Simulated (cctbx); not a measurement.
## Lattice, Laue class and space group of a new crystal

Cell: a = 10.1810 Å, b = 5.9440 Å, c = 4.6980 Å, α = 90.00°, β = 90.00°, γ = 90.00°. Expected content of the cell: Pd4 P4 O16 Li4.

The data are simulated with cctbx, not measured: Mo Kα, λ = 0.71073 Å, to d = 0.7 Å, 80 % of the full sphere, strongest reflection 5000 counts, noise from counting, a 6 % proportional error and a noise floor of 4 counts (s.d.); no absorption, some extinction.

Tests on the unmerged data give:

```text
2814 reflections to d = 0.700 A
centring   violations  <I/sigma> of those
    A        817 of  1400      6.1
    B        455 of  1399      3.1
    C        832 of  1401      6.2
    I        798 of  1432      5.8
    R       1081 of  1864      6.0
    F       1052 of  2100      5.1
Laue class    unique    Rint  (classes that these axes allow; Friedel mates merged)
P -1             1675   0.053
P 1 2/m 1         940   0.061
P 1 1 2/m         959   0.060
P 2/m 1 1         911   0.061
P m m m           548   0.066
space group    extra absences  I>4sigma  <I/sigma>
P 2 2 2                 0          0         -  acentric
P 2 2 21                6          0      -0.6  acentric
P 21 2 2               12          0      -0.2  acentric
P 2 21 2                7          0      -0.0  acentric
P 21 21 2              19          0      -0.2  acentric
P 2 21 21              13          0      -0.3  acentric
P 21 2 21              18          0      -0.4  acentric
P 21 21 21             25          0      -0.3  acentric
P m m 2                 0          0         -  acentric
P 2 m m                 0          0         -  acentric
P m 2 m                 0          0         -  acentric
P 21 m a              153          0       0.1  acentric
P m 2 a               153          0       0.1  acentric
P n m 21               74          0      -0.1  acentric
P n 21 m               74          0      -0.1  acentric
P n 21 a              227          0       0.0  acentric
P m m m                 0          0         -  centric
P m m a               153          0       0.1  centric
P n m m :1             74          0      -0.1  centric
P n m m :2             74          0      -0.1  centric
P n m a               227          0       0.0  centric
Wilson B = 1.82 A^2   <|E^2-1|> = 0.854 (0.968 centric, 0.736 acentric)   E^2>4: 0.8 %
shell (A)         n   <I/sigma>
10.18 - 1.40     85     14.5
 1.40 - 1.11     72     14.9
 1.11 - 0.97     64     14.2
 0.97 - 0.88     73     11.3
 0.88 - 0.82     66     10.6
 0.82 - 0.77     64     10.3
 0.77 - 0.73     63     10.6
 0.73 - 0.70     61      9.3
```

Q: Read the symmetry from these tables.

Every centring test has many violations, so the lattice is primitive.

Rint stays low (0.053 to 0.066) up to P m m m, the highest class in these axes.

21 settings pass the absence test. The most absences obeyed, 227, belong to P n 21 a and P n m a, which absences can't tell apart.

⟨|E²−1|⟩ = 0.854 lies between the two ideal values. The Wilson B of 1.82 Å² means U ≈ 0.0231 Å².

The true group is Pnma (no. 62), Laue class mmm, centrosymmetric. The tables only narrow the choice to the tied entries; cell content, site symmetry and trial solutions must settle it.

The model is made up (kin elements in a known structure type, no relaxation), so it says nothing on whether the phase exists.

[Logs are printed without paths, hosts, clocks, repeated set-up lines and the standing remarks that a program may print on its own settings, such as how far it seeks lower states.]
